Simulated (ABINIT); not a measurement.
# RbSnH3 (Pm-3m): zone-centre phonons, part 3 of 4

Which modes does RbSnH3 (Pm-3m) have at the zone centre?

ABINIT 10.8.3; DFT PBEsol, scalar-relativistic, plane waves, PseudoDojo stringent norm-conserving pseudopotentials.

So far. Step 6 (Self-consistent run for the response): The cell stands at -0.31 GPa: the relaxation ran with a smoothed and higher cutoff, and the difference is a stress of the finite basis. Step 7 (Zone-centre response): The acoustic modes at Γ come out as far as 3.1 cm⁻¹ from zero, where they should vanish, a small numerical error. The lowest optical mode is imaginary, 1209i cm⁻¹, an instability at this level and on this k mesh. The relaxed cell has a = 4.350 Å (conventional setting).

The structure was built from a prototype and need not be the compound's stable phase.

## Step 8: Modes with the sum rule

anaddb reads the merged derivatives and imposes the acoustic sum rule.

Input file anaddb.abi:

```
ddb_filepath "gamma_DDB"
output_file "anaddb.abo"
outdata_prefix "anaddb"
asr 1
chneut 1
enunit 2
eivec 1
nph1l 1
qph1l 0.0 0.0 0.0 1.0
```

Input file mrgddb.in:

```
gamma_DDB
merged
2
dfpt_gammao_DDB
gso_DDB
```

On the command line:

```sh
$ mrgddb < mrgddb.in > mrgddb.log
$ OMP_NUM_THREADS=1 anaddb anaddb.abi > anaddb.log
```

anaddb.abo, the main output file:

```text
-outvars_anaddb: echo values of input variables ----------------------

 Miscellaneous information :
      enunit         2
       eivec         1
         asr         1
 First list of wavevector (reduced coord.) :
       nph1l         1
       qph1l
                     0.00000000E+00  0.00000000E+00  0.00000000E+00    1.000E+00

================================================================================

 read the DDB information and perform some checks

  ==== Info on the Cryst% object ====
 Real(R)+Recip(G) space primitive vectors, cartesian coordinates (Bohr,Bohr^-1):
 R(1)=  8.2205269  0.0000000  0.0000000  G(1)=  0.1216467  0.0000000  0.0000000
 R(2)=  0.0000000  8.2205269  0.0000000  G(2)=  0.0000000  0.1216467  0.0000000
 R(3)=  0.0000000  0.0000000  8.2205269  G(3)=  0.0000000  0.0000000  0.1216467
 Unit cell volume ucvol=  5.5551907E+02 bohr^3
 Angles (23,13,12)=  9.00000000E+01  9.00000000E+01  9.00000000E+01 degrees
 Time-reversal symmetry is present
 Reduced atomic positions [iatom, xred, symbol]:
    1)    0.0000000  0.0000000  0.0000000  Rb
    2)    0.5000000  0.5000000  0.5000000  Sn
    3)    0.5000000  0.5000000  0.0000000   H
    4)    0.5000000  0.0000000  0.5000000   H
    5)    0.0000000  0.5000000  0.5000000   H

 DDB file with 3 blocks has been read.

================================================================================

 Treat the first list of vectors

  Phonon wavevector (reduced coordinates) :  0.00000  0.00000  0.00000
 Phonon energies in Hartree :
  -5.510177E-03 -5.510177E-03 -5.510177E-03  0.000000E+00  0.000000E+00
   0.000000E+00  3.572021E-04  3.572021E-04  3.572021E-04  2.493780E-03
   2.493780E-03  2.493780E-03  2.613830E-03  2.613830E-03  2.613830E-03
 Phonon energies in meV     :
- -1.499395E+02 -1.499395E+02 -1.499395E+02  0.000000E+00  0.000000E+00
-  0.000000E+00  9.719965E+00  9.719965E+00  9.719965E+00  6.785921E+01
-  6.785921E+01  6.785921E+01  7.112594E+01  7.112594E+01  7.112594E+01
 Phonon frequencies in cm-1    :
- -1.209344E+03 -1.209344E+03 -1.209344E+03  0.000000E+00  0.000000E+00
-  0.000000E+00  7.839681E+01  7.839681E+01  7.839681E+01  5.473214E+02
-  5.473214E+02  5.473214E+02  5.736694E+02  5.736694E+02  5.736694E+02
 Phonon frequencies in Thz     :
- -3.625522E+01 -3.625522E+01 -3.625522E+01  0.000000E+00  0.000000E+00
-  0.000000E+00  2.350277E+00  2.350277E+00  2.350277E+00  1.640828E+01
-  1.640828E+01  1.640828E+01  1.719818E+01  1.719818E+01  1.719818E+01
 Phonon energies in Kelvin  :
- -1.739976E+03 -1.739976E+03 -1.739976E+03  0.000000E+00  0.000000E+00
-  0.000000E+00  1.127955E+02  1.127955E+02  1.127955E+02  7.874734E+02
-  7.874734E+02  7.874734E+02  8.253823E+02  8.253823E+02  8.253823E+02

 Eigendisplacements
 (will be given, for each mode : in cartesian coordinates
   for each atom the real part of the displacement vector,
   then the imaginary part of the displacement vector - absolute values smaller than 1.0d-7 are set to zero)
  Mode number    1   Energy   -5.510177E-03
 Attention : low frequency mode.
   (Could be unstable or acoustic mode)
-  1  4.16632689E-05  0.00000000E+00  0.00000000E+00
-     0.00000000E+00  0.00000000E+00  0.00000000E+00
-  2  1.54136757E-04  0.00000000E+00  0.00000000E+00
-     0.00000000E+00  0.00000000E+00  0.00000000E+00
-  3  7.76950954E-04 -4.43716820E-07  0.00000000E+00
-     0.00000000E+00  0.00000000E+00  0.00000000E+00
-  4  7.76950954E-04  1.32724676E-05  0.00000000E+00
-     0.00000000E+00  0.00000000E+00  0.00000000E+00
-  5 -2.32401745E-02 -4.43716820E-07  0.00000000E+00
-     0.00000000E+00  0.00000000E+00  0.00000000E+00
  Mode number    2   Energy   -5.510177E-03
 Attention : low frequency mode.
   (Could be unstable or acoustic mode)
-  1  0.00000000E+00  4.16632689E-05  0.00000000E+00
-     0.00000000E+00  0.00000000E+00  0.00000000E+00
-  2  0.00000000E+00  1.54136757E-04  0.00000000E+00
-     0.00000000E+00  0.00000000E+00  0.00000000E+00
-  3  4.43716820E-07  7.76950954E-04  0.00000000E+00
-     0.00000000E+00  0.00000000E+00  0.00000000E+00
-  4  4.43716820E-07 -2.32401745E-02  0.00000000E+00
-     0.00000000E+00  0.00000000E+00  0.00000000E+00
-  5 -1.32724676E-05  7.76950954E-04  0.00000000E+00
-     0.00000000E+00  0.00000000E+00  0.00000000E+00
  Mode number    3   Energy   -5.510177E-03
 Attention : low frequency mode.
   (Could be unstable or acoustic mode)
-  1  0.00000000E+00  0.00000000E+00  4.16632757E-05
-     0.00000000E+00  0.00000000E+00  0.00000000E+00
-  2  0.00000000E+00  0.00000000E+00  1.54136782E-04
-     0.00000000E+00  0.00000000E+00  0.00000000E+00
-  3  0.00000000E+00  0.00000000E+00 -2.32401783E-02
-     0.00000000E+00  0.00000000E+00  0.00000000E+00
-  4  0.00000000E+00  0.00000000E+00  7.76951081E-04
-     0.00000000E+00  0.00000000E+00  0.00000000E+00
-  5  0.00000000E+00  0.00000000E+00  7.76951081E-04
-     0.00000000E+00  0.00000000E+00  0.00000000E+00
  Mode number    4   Energy    0.000000E+00
 Attention : low frequency mode.
   (Could be unstable or acoustic mode)
-  1  0.00000000E+00  0.00000000E+00 -1.62712934E-03
-     0.00000000E+00  0.00000000E+00  0.00000000E+00
-  2  0.00000000E+00  0.00000000E+00 -1.62713767E-03
-     0.00000000E+00  0.00000000E+00  0.00000000E+00
-  3  0.00000000E+00  0.00000000E+00 -1.62713497E-03
-     0.00000000E+00  0.00000000E+00  0.00000000E+00
-  4  0.00000000E+00  0.00000000E+00 -1.62713622E-03
-     0.00000000E+00  0.00000000E+00  0.00000000E+00
-  5  0.00000000E+00  0.00000000E+00 -1.62713622E-03
-     0.00000000E+00  0.00000000E+00  0.00000000E+00
  Mode number    5   Energy    0.000000E+00
 Attention : low frequency mode.
   (Could be unstable or acoustic mode)
-  1  0.00000000E+00  1.62712934E-03  0.00000000E+00
-     0.00000000E+00  0.00000000E+00  0.00000000E+00
-  2  0.00000000E+00  1.62713767E-03  0.00000000E+00
-     0.00000000E+00  0.00000000E+00  0.00000000E+00
-  3  0.00000000E+00  1.62713622E-03  0.00000000E+00
-     0.00000000E+00  0.00000000E+00  0.00000000E+00
-  4  0.00000000E+00  1.62713496E-03  0.00000000E+00
-     0.00000000E+00  0.00000000E+00  0.00000000E+00
-  5  0.00000000E+00  1.62713622E-03  0.00000000E+00
-     0.00000000E+00  0.00000000E+00  0.00000000E+00
  Mode number    6   Energy    0.000000E+00
 Attention : low frequency mode.
   (Could be unstable or acoustic mode)
-  1  1.62712934E-03  0.00000000E+00  0.00000000E+00
-     0.00000000E+00  0.00000000E+00  0.00000000E+00
-  2  1.62713767E-03  0.00000000E+00  0.00000000E+00
-     0.00000000E+00  0.00000000E+00  0.00000000E+00
-  3  1.62713622E-03  0.00000000E+00  0.00000000E+00
-     0.00000000E+00  0.00000000E+00  0.00000000E+00
-  4  1.62713622E-03  0.00000000E+00  0.00000000E+00
-     0.00000000E+00  0.00000000E+00  0.00000000E+00
-  5  1.62713496E-03  0.00000000E+00  0.00000000E+00
-     0.00000000E+00  0.00000000E+00  0.00000000E+00
  Mode number    7   Energy    3.572021E-04
-  1  0.00000000E+00  0.00000000E+00 -1.94124612E-03
-     0.00000000E+00  0.00000000E+00  0.00000000E+00
-  2  0.00000000E+00  0.00000000E+00  1.37109087E-03
-     0.00000000E+00  0.00000000E+00  0.00000000E+00
-  3  0.00000000E+00  0.00000000E+00  8.51926407E-04
-     0.00000000E+00  0.00000000E+00  0.00000000E+00
-  4  0.00000000E+00  0.00000000E+00  1.13712185E-03
-     0.00000000E+00  0.00000000E+00  0.00000000E+00
-  5  0.00000000E+00  0.00000000E+00  1.13712185E-03
-     0.00000000E+00  0.00000000E+00  0.00000000E+00
  Mode number    8   Energy    3.572021E-04
-  1  2.17197753E-07  1.94124611E-03  0.00000000E+00
-     0.00000000E+00  0.00000000E+00  0.00000000E+00
-  2 -1.53405513E-07 -1.37109086E-03  0.00000000E+00
-     0.00000000E+00  0.00000000E+00  0.00000000E+00
-  3 -1.27227716E-07 -1.13712184E-03  0.00000000E+00
-     0.00000000E+00  0.00000000E+00  0.00000000E+00
-  4 -1.27227716E-07 -8.51926401E-04  0.00000000E+00
-     0.00000000E+00  0.00000000E+00  0.00000000E+00
-  5  0.00000000E+00 -1.13712184E-03  0.00000000E+00
-     0.00000000E+00  0.00000000E+00  0.00000000E+00
  Mode number    9   Energy    3.572021E-04
-  1  1.94124611E-03 -2.17197823E-07  0.00000000E+00
-     0.00000000E+00  0.00000000E+00  0.00000000E+00
-  2 -1.37109087E-03  1.53405562E-07  0.00000000E+00
-     0.00000000E+00  0.00000000E+00  0.00000000E+00
-  3 -1.13712184E-03  1.27227757E-07  0.00000000E+00
-     0.00000000E+00  0.00000000E+00  0.00000000E+00
-  4 -1.13712184E-03  0.00000000E+00  0.00000000E+00
-     0.00000000E+00  0.00000000E+00  0.00000000E+00
-  5 -8.51926401E-04  1.27227757E-07  0.00000000E+00
-     0.00000000E+00  0.00000000E+00  0.00000000E+00
  Mode number   10   Energy    2.493780E-03
-  1  0.00000000E+00  0.00000000E+00  0.00000000E+00
-     0.00000000E+00  0.00000000E+00  0.00000000E+00
-  2  0.00000000E+00  0.00000000E+00  0.00000000E+00
-     0.00000000E+00  0.00000000E+00  0.00000000E+00
-  3  0.00000000E+00  3.92840218E-07  0.00000000E+00
-     0.00000000E+00  0.00000000E+00  0.00000000E+00
-  4  0.00000000E+00  0.00000000E+00 -1.64963404E-02
-     0.00000000E+00  0.00000000E+00  0.00000000E+00
-  5  0.00000000E+00 -3.92840218E-07  1.64963404E-02
-     0.00000000E+00  0.00000000E+00  0.00000000E+00
  Mode number   11   Energy    2.493780E-03
-  1  0.00000000E+00  0.00000000E+00  0.00000000E+00
-     0.00000000E+00  0.00000000E+00  0.00000000E+00
-  2  0.00000000E+00  0.00000000E+00  0.00000000E+00
-     0.00000000E+00  0.00000000E+00  0.00000000E+00
-  3  0.00000000E+00  1.64963404E-02  0.00000000E+00
-     0.00000000E+00  0.00000000E+00  0.00000000E+00
-  4  0.00000000E+00  0.00000000E+00  3.92840218E-07
-     0.00000000E+00  0.00000000E+00  0.00000000E+00
-  5  0.00000000E+00 -1.64963404E-02 -3.92840218E-07
-     0.00000000E+00  0.00000000E+00  0.00000000E+00
  Mode number   12   Energy    2.493780E-03
-  1  0.00000000E+00  0.00000000E+00  0.00000000E+00
-     0.00000000E+00  0.00000000E+00  0.00000000E+00
-  2  0.00000000E+00  0.00000000E+00  0.00000000E+00
-     0.00000000E+00  0.00000000E+00  0.00000000E+00
-  3  1.64963405E-02  0.00000000E+00  0.00000000E+00
-     0.00000000E+00  0.00000000E+00  0.00000000E+00
-  4 -1.64963405E-02  0.00000000E+00  0.00000000E+00
-     0.00000000E+00  0.00000000E+00  0.00000000E+00
-  5  0.00000000E+00  0.00000000E+00  0.00000000E+00
-     0.00000000E+00  0.00000000E+00  0.00000000E+00
  Mode number   13   Energy    2.613830E-03
-  1  0.00000000E+00  0.00000000E+00  2.88847860E-05
-     0.00000000E+00  0.00000000E+00  0.00000000E+00
-  2  0.00000000E+00  0.00000000E+00  2.64483568E-04
-     0.00000000E+00  0.00000000E+00  0.00000000E+00
-  3  0.00000000E+00 -5.15185637E-07 -8.82757388E-04
-     0.00000000E+00  0.00000000E+00  0.00000000E+00
-  4  0.00000000E+00  0.00000000E+00 -1.63580248E-02
-     0.00000000E+00  0.00000000E+00  0.00000000E+00
-  5  0.00000000E+00 -5.15185637E-07 -1.63580248E-02
-     0.00000000E+00  0.00000000E+00  0.00000000E+00
  Mode number   14   Energy    2.613830E-03
-  1  0.00000000E+00  2.88847860E-05  0.00000000E+00
-     0.00000000E+00  0.00000000E+00  0.00000000E+00
-  2  0.00000000E+00  2.64483568E-04  0.00000000E+00
-     0.00000000E+00  0.00000000E+00  0.00000000E+00
-  3 -5.84855974E-07 -1.63580248E-02  0.00000000E+00
-     0.00000000E+00  0.00000000E+00  0.00000000E+00
-  4 -5.84855974E-07 -8.82757388E-04  5.15185202E-07
-     0.00000000E+00  0.00000000E+00  0.00000000E+00
-  5  0.00000000E+00 -1.63580248E-02  5.15185202E-07
-     0.00000000E+00  0.00000000E+00  0.00000000E+00
  Mode number   15   Energy    2.613830E-03
-  1  2.88847860E-05  0.00000000E+00  0.00000000E+00
-     0.00000000E+00  0.00000000E+00  0.00000000E+00
-  2  2.64483568E-04  0.00000000E+00  0.00000000E+00
-     0.00000000E+00  0.00000000E+00  0.00000000E+00
-  3 -1.63580248E-02  5.84855590E-07  0.00000000E+00
-     0.00000000E+00  0.00000000E+00  0.00000000E+00
-  4 -1.63580248E-02  0.00000000E+00  0.00000000E+00
-     0.00000000E+00  0.00000000E+00  0.00000000E+00
-  5 -8.82757388E-04  5.84855590E-07  0.00000000E+00
-     0.00000000E+00  0.00000000E+00  0.00000000E+00

 Analysis of degeneracies and characters (maximum tolerance=1.00E-06 a.u.)
 For each vibration mode, or group of modes if degenerate,
 the characters are given for each symmetry operation (see the list in the log file).
 Symmetry characters of vibration mode #   1
       degenerate with vibration modes #   2 to    3
  3.0 -3.0 -1.0  1.0 -1.0  1.0 -1.0  1.0  1.0 -1.0 -1.0  1.0  1.0 -1.0 -1.0  1.0
  0.0 -0.0  0.0 -0.0 -0.0  0.0 -0.0  0.0  1.0 -1.0 -1.0  1.0 -1.0  1.0  1.0 -1.0
  0.0 -0.0 -0.0  0.0 -0.0  0.0  0.0 -0.0  1.0 -1.0  1.0 -1.0 -1.0  1.0 -1.0  1.0
 Symmetry characters of vibration mode #   4
       degenerate with vibration modes #   5 to    6
  3.0 -3.0 -1.0  1.0 -1.0  1.0 -1.0  1.0  1.0 -1.0 -1.0  1.0  1.0 -1.0 -1.0  1.0
 -0.0  0.0 -0.0  0.0  0.0 -0.0  0.0 -0.0  1.0 -1.0 -1.0  1.0 -1.0  1.0  1.0 -1.0
 -0.0  0.0  0.0 -0.0  0.0 -0.0 -0.0  0.0  1.0 -1.0  1.0 -1.0 -1.0  1.0 -1.0  1.0
 Symmetry characters of vibration mode #   7
       degenerate with vibration modes #   8 to    9
  3.0 -3.0 -1.0  1.0 -1.0  1.0 -1.0  1.0  1.0 -1.0 -1.0  1.0  1.0 -1.0 -1.0  1.0
  0.0 -0.0  0.0 -0.0 -0.0  0.0 -0.0  0.0  1.0 -1.0 -1.0  1.0 -1.0  1.0  1.0 -1.0
  0.0 -0.0 -0.0  0.0 -0.0  0.0  0.0 -0.0  1.0 -1.0  1.0 -1.0 -1.0  1.0 -1.0  1.0
 Symmetry characters of vibration mode #  10
       degenerate with vibration modes #  11 to   12
  3.0 -3.0 -1.0  1.0 -1.0  1.0 -1.0  1.0 -1.0  1.0  1.0 -1.0 -1.0  1.0  1.0 -1.0
  0.0 -0.0  0.0 -0.0 -0.0  0.0 -0.0  0.0 -1.0  1.0  1.0 -1.0  1.0 -1.0 -1.0  1.0
  0.0 -0.0 -0.0  0.0 -0.0  0.0  0.0 -0.0 -1.0  1.0 -1.0  1.0  1.0 -1.0  1.0 -1.0
 Symmetry characters of vibration mode #  13
       degenerate with vibration modes #  14 to   15
  3.0 -3.0 -1.0  1.0 -1.0  1.0 -1.0  1.0  1.0 -1.0 -1.0  1.0  1.0 -1.0 -1.0  1.0
  0.0 -0.0 -0.0  0.0  0.0 -0.0 -0.0  0.0  1.0 -1.0 -1.0  1.0 -1.0  1.0  1.0 -1.0
  0.0 -0.0  0.0 -0.0 -0.0  0.0 -0.0  0.0  1.0 -1.0  1.0 -1.0 -1.0  1.0 -1.0  1.0
-
```

Wall time 0.52 s (1 thread of Arm Neoverse V1, shared host).

This step gave:

- highest optical zone-centre mode (no LO-TO term): 573.7 cm⁻¹

No LO-TO term; unit eigenvectors of the mass-weighted matrix, from anaddb's displacements. The modes at Γ (shares of kinetic energy by element, %) (negative means imaginary):

| mode | frequency (cm⁻¹) | symmetry | Rb % | Sn % | H % |
| --- | --- | --- | --- | --- | --- |
| 1 | -1209.3 | T1u | 0 | 1 | 99 |
| 2 | -1209.3 | T1u | 0 | 1 | 99 |
| 3 | -1209.3 | T1u | 0 | 1 | 99 |
| 4 | 0.0 | acoustic | 41 | 57 | 1 |
| 5 | 0.0 | acoustic | 41 | 57 | 1 |
| 6 | 0.0 | acoustic | 41 | 57 | 1 |
| 7 | 78.4 | T1u | 59 | 41 | 1 |
| 8 | 78.4 | T1u | 59 | 41 | 1 |
| 9 | 78.4 | T1u | 59 | 41 | 1 |
| 10 | 547.3 | T2u | 0 | 0 | 100 |
| 11 | 547.3 | T2u | 0 | 0 | 100 |
| 12 | 547.3 | T2u | 0 | 0 | 100 |
| 13 | 573.7 | T1u | 0 | 2 | 98 |
| 14 | 573.7 | T1u | 0 | 2 | 98 |
| 15 | 573.7 | T1u | 0 | 2 | 98 |

Displacements in mode 3 (-1209.3 cm⁻¹), the largest set to 1:
```
Rb1  0.00  0.00  0.00
Sn2  0.00  0.00  0.01
H3   0.00  0.00 -1.00
H4   0.00  0.00  0.03
H5   0.00  0.00  0.03
```

Displacements in mode 13 (573.7 cm⁻¹), the largest set to 1:
```
Rb1  0.00  0.00  0.00
Sn2  0.00  0.00  0.02
H3   0.00  0.00 -0.05
H4   0.00  0.00 -1.00
H5   0.00  0.00 -1.00
```

The rule moves no optical mode by more than 0.1 cm⁻¹.

(Part 3 of 4 ends here.)

[Host names and launcher messages were left out of these logs when they were recorded.]

[Logs are printed without paths, hosts, clocks, repeated set-up lines and the standing remarks that a program may print on its own settings, such as how far it seeks lower states.]

[Hosts, paths, dates, database ids (printed as entryN), source tags and the programs' standing remarks are cut or masked in the printed files.]
